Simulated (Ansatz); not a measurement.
## (BeTe)2(CuCl)2 [001] superlattice, started as zinc blende: the cell at rest: relaxation

Ansatz 0.2.0; DFT LDA, scalar-relativistic, plane waves, PAW.

The structure was built from a prototype and need not be the compound's stable phase.

It takes space group Pmm2 (No. 25, orthorhombic). Conventional cell: a = 3.867 Å, b = 3.936 Å, c = 10.374 Å, α = 90.00°, β = 90.00°, γ = 90.00°. Nearest to Be lie 2 Cl at 2.26 Å and 2 Te at 2.34 Å. Nearest to Be lie 4 Te at 2.35 to 2.45 Å. Nearest to Cl lie 4 Cu at 2.21 to 2.37 Å. Nearest to Cl lie 2 Be at 2.26 Å and 2 Cu at 2.36 Å. Nearest to Cu lie 2 Cl at 2.37 Å and 2 Te at 2.44 Å. Nearest to Cu lie 4 Cl at 2.21 to 2.36 Å. Farther neighbours and most contacts between anions are not listed.

The steps of the relaxation:

```tsv
step	energy less that of the first step (eV)	largest force component (eV/Å)	pressure (GPa)	volume (Å³)
1	0.0000	0.0286	-0.07	157.89
2	-0.0003	0.0247	0.00	157.70
3	-0.0004	0.0152	0.02	157.57
4	-0.0005	0.0135	-0.02	157.64
5	-0.0005	0.0043	0.00	157.58
6*	-0.0004	0.0043	0.00	157.58
```

Relaxation steps marked * repeat the geometry before them on a plane-wave basis chosen anew for their cell, so energy and pressure can jump there.

Forces are held to the 4 operations that the run works with; a distortion that breaks them can't arise in this run.

```tsv
conventional cell, symmetrised	before	after	change
a (Å)	3.867	3.872	+0.1 %
b (Å)	3.936	3.937	+0.0 %
c (Å)	10.374	10.338	-0.3 %
volume (Å³/atom)	19.74	19.70	-0.2 %
```

The atoms that moved most (Å, as changes of fractional coordinates times the final cell):

```tsv
atom	dx	dy	dz	length
Cu6	0.000	0.000	0.012	0.012
Be1	0.000	0.000	-0.006	0.006
```

Numbers from this step:

- pressure: 0.003373 GPa
- volume per atom: 19.70 Å³

Electrostatic potential energy in the ac plane at fractional y = 0.000, with atoms of Be and Cl and Cu and Te within 0.2 Å of it. With pseudopotentials it is smooth inside the atoms' cores, unlike the true potential.

Values in eV, 24 rows by 14 columns, each cell a mean:
```
-43 -34 -13   3   7   8   8   8   8   8   6   0 -20 -38
-19 -13  -1   6   9  10  11  11  11  10   8   4  -5 -15
  3   4   7   9  10  11  11  12  11  11  10   8   6   4
  9   9  10  11  11  12  12  12  12  11  11  10  10   9
 11  11  11  11  12  12  11  11  11  12  11  11  11  11
 12  12  12  11  11  10   9   8   9  10  11  12  12  12
 12  12  11  10   6  -3 -12 -16 -10   1   8  11  12  12
 11  11  10   7  -5 -30 -41 -43 -40 -22   0   8  11  11
  9   9   9   6  -9 -35 -44 -44 -43 -28  -3   7   9   9
-12  -7   2   5   1 -15 -28 -32 -26  -9   3   5  -1  -9
-41 -37 -20   0   7   6   3   2   4   7   6  -5 -27 -39
-44 -44 -29  -4   8  11  11  11  11  10   6 -11 -37 -44
-37 -31 -13   4  10  12  13  13  13  12   9   0 -20 -33
 -2   2   7  10  12  13  13  13  13  13  12  10   5   0
 11  11  12  12  13  13  13  13  13  13  13  12  12  11
 12  13  13  13  13  13  13  13  13  13  13  13  13  13
 13  13  13  13  13  12  12  12  12  12  13  13  13  13
 13  12  12  12  11  11  10  10  10  11  12  12  12  12
 12  12  11  10   8   4   1   0   2   5   8  10  12  12
 11  11   9   5  -4  -9  -6  -4  -7  -8  -1   7  10  11
 11  10   7  -2 -10   6  13  13  12   0 -10   2   8  10
  8   8   5  -4  -9  10  13  13  13   5 -10   0   7   8
 -4  -1   3   1  -8  -6   3   6   1  -9  -6   2   2  -2
-35 -26  -8   3   3  -2  -6  -7  -5   0   3   1 -14 -29
```
Columns run along a (3.9 Å; values clipped at the 3rd and 97th percentile), rows up along c (10.3 Å). Atoms in or near the plane, at fractional coordinates: Be at (0.00, 0.98), Cl at (0.50, 0.65), Cu at (0.00, 0.52), Te at (0.50, 0.11).

ELF in the ac plane at fractional y = 0.000, with atoms of Be and Cl and Cu and Te within 0.2 Å of it. It is the smooth field of the valence electrons, not physical close to the nuclei.

Values, 24 rows by 14 columns, each cell a mean:
```
0.00 0.04 0.42 0.72 0.76 0.69 0.62 0.59 0.63 0.72 0.76 0.67 0.26 0.02
0.03 0.06 0.19 0.32 0.37 0.34 0.31 0.29 0.31 0.36 0.37 0.29 0.13 0.05
0.10 0.10 0.10 0.10 0.09 0.07 0.06 0.06 0.06 0.08 0.09 0.10 0.10 0.10
0.05 0.05 0.04 0.03 0.03 0.03 0.03 0.04 0.03 0.03 0.03 0.03 0.04 0.05
0.02 0.02 0.02 0.03 0.06 0.13 0.17 0.19 0.16 0.10 0.05 0.03 0.02 0.02
0.01 0.02 0.05 0.16 0.34 0.52 0.61 0.63 0.59 0.47 0.29 0.12 0.03 0.01
0.02 0.05 0.22 0.50 0.70 0.80 0.83 0.83 0.82 0.78 0.66 0.42 0.15 0.04
0.06 0.11 0.37 0.68 0.82 0.80 0.66 0.55 0.70 0.83 0.80 0.61 0.25 0.09
0.11 0.12 0.29 0.66 0.85 0.80 0.55 0.37 0.63 0.84 0.82 0.55 0.20 0.12
0.18 0.16 0.15 0.34 0.71 0.86 0.84 0.80 0.85 0.84 0.62 0.26 0.14 0.17
0.55 0.40 0.20 0.14 0.30 0.61 0.75 0.78 0.73 0.51 0.23 0.15 0.25 0.45
0.87 0.63 0.28 0.17 0.14 0.18 0.26 0.30 0.24 0.16 0.14 0.19 0.36 0.72
0.40 0.30 0.22 0.19 0.17 0.10 0.06 0.05 0.07 0.13 0.18 0.20 0.24 0.33
0.19 0.19 0.20 0.20 0.17 0.09 0.04 0.02 0.05 0.11 0.18 0.20 0.19 0.19
0.21 0.20 0.19 0.15 0.10 0.05 0.02 0.02 0.03 0.06 0.12 0.16 0.20 0.20
0.14 0.13 0.10 0.07 0.05 0.03 0.02 0.02 0.02 0.03 0.05 0.08 0.11 0.13
0.06 0.05 0.04 0.04 0.04 0.05 0.06 0.07 0.06 0.04 0.04 0.04 0.05 0.05
0.02 0.03 0.04 0.07 0.15 0.28 0.36 0.39 0.35 0.24 0.13 0.06 0.03 0.02
0.02 0.04 0.14 0.31 0.48 0.57 0.58 0.58 0.58 0.55 0.44 0.26 0.09 0.03
0.06 0.13 0.36 0.51 0.53 0.47 0.40 0.36 0.41 0.50 0.53 0.49 0.28 0.10
0.16 0.31 0.54 0.55 0.46 0.23 0.07 0.04 0.09 0.32 0.49 0.56 0.48 0.25
0.34 0.52 0.71 0.63 0.46 0.17 0.03 0.01 0.04 0.27 0.51 0.67 0.68 0.47
0.34 0.61 0.85 0.80 0.62 0.41 0.25 0.20 0.28 0.48 0.68 0.83 0.81 0.52
0.05 0.30 0.80 0.90 0.82 0.65 0.54 0.50 0.56 0.71 0.85 0.89 0.67 0.19
```
Columns run along a (3.9 Å), rows up along c (10.3 Å). Atoms in or near the plane, at fractional coordinates: Be at (0.00, 0.98), Cl at (0.50, 0.65), Cu at (0.00, 0.52), Te at (0.50, 0.11).

Valence density in the ac plane at fractional y = 0.000, with atoms of Be and Cl and Cu and Te within 0.2 Å of it. It is the smooth field of the valence electrons, not physical close to the nuclei.

Values in e/Å³, 24 rows by 14 columns, each cell a mean:
```
 0  0  0  0  0  0  0  0  0  0  0  0  0  0
 0  0  0  0  0  0  0  0  0  0  0  0  0  0
 0  0  0  0  0  0  0  0  0  0  0  0  0  0
 0  0  0  0  0  0  0  0  0  0  0  0  0  0
 0  0  0  0  0  0  0  0  0  0  0  0  0  0
 0  0  0  0  0  0  0  0  0  0  0  0  0  0
 0  0  0  0  0  1  1  1  1  1  0  0  0  0
 0  0  0  0  1  2  1  1  2  1  1  0  0  0
 0  0  0  0  1  2  1  0  1  2  1  0  0  0
 1  1  0  0  1  1  2  2  2  1  1  0  1  1
22 11  2  1  0  0  1  1  1  0  0  1  4 14
54 26  5  1  0  0  0  0  0  0  0  1  9 34
11  6  2  0  0  0  0  0  0  0  0  1  2  7
 1  1  0  0  0  0  0  0  0  0  0  0  0  1
 0  0  0  0  0  0  0  0  0  0  0  0  0  0
 0  0  0  0  0  0  0  0  0  0  0  0  0  0
 0  0  0  0  0  0  0  0  0  0  0  0  0  0
 0  0  0  0  0  0  0  0  0  0  0  0  0  0
 0  0  0  0  0  0  0  0  0  0  0  0  0  0
 0  0  0  0  0  1  2  3  2  1  0  0  0  0
 0  0  0  0  1  4  9 12  8  3  1  0  0  0
 0  0  0  1  1  6 12 15 10  4  1  0  0  0
 0  0  0  1  1  2  4  5  3  1  1  0  0  0
 0  0  0  0  0  1  1  1  1  1  0  0  0  0
```
Columns run along a (3.9 Å), rows up along c (10.3 Å). Atoms in or near the plane, at fractional coordinates: Be at (0.00, 0.98), Cl at (0.50, 0.65), Cu at (0.00, 0.52), Te at (0.50, 0.11).

Q: Write an input that reproduces this.

The system, level and task follow from the heading and the kind of results. Meshes, cutoffs and thresholds can't be read from the results; these are the ones that the run used.

File input.yaml:

```yaml
crystal:
  lattice:
    - [2.7345546278, 2.7345546278, 0.0]
    - [-2.7829390716, 2.7829390716, 0.0]
    - [0.0, 0.0, 10.3736121072]
  atoms:
    - { symbol: Be, position: [0.0, 0.0, -0.0185183533] }
    - { symbol: Be, position: [0.5, 0.5, 0.248516433] }
    - { symbol: Cl, position: [0.5, 0.0, 0.6477474888] }
    - { symbol: Cl, position: [1.0, 0.5, 0.875283593] }
    - { symbol: Cu, position: [0.0, 0.0, 0.5164160784] }
    - { symbol: Cu, position: [0.5, 0.5, 0.7454858418] }
    - { symbol: Te, position: [0.5, 0.0, 0.1085260258] }
    - { symbol: Te, position: [1.0, 0.5, 0.3765428925] }
kpoints:
  mp_grid: { grid: [10, 10, 4] }
hamiltonian:
  xc: lda
scf:
  occupations: { method: gaussian, width: 0.1 }
output:
  forces: true
  stress: true
  eigenvalues: true
  write_density: true
  write_potential: true
  elf: true
  volumetric_format: npy
relax:
  adjacent_minimum: "off"
  f_tol: 0.005
  max_steps: 80
  cell: { stress_tol: 0.05 }
```

On the command line:

```console
> ansatz run input.yaml --threads 4 --pin off --max-ram 14336MiB --backend cpu --events-out ev --progress --plain --runs-dir out
```

[Logs are printed without paths, hosts, clocks, repeated set-up lines and the standing remarks that a program may print on its own settings, such as how far it seeks lower states.]

[Hosts, paths, dates, database ids (printed as entryN), source tags and the programs' standing remarks are cut or masked in the printed files.]
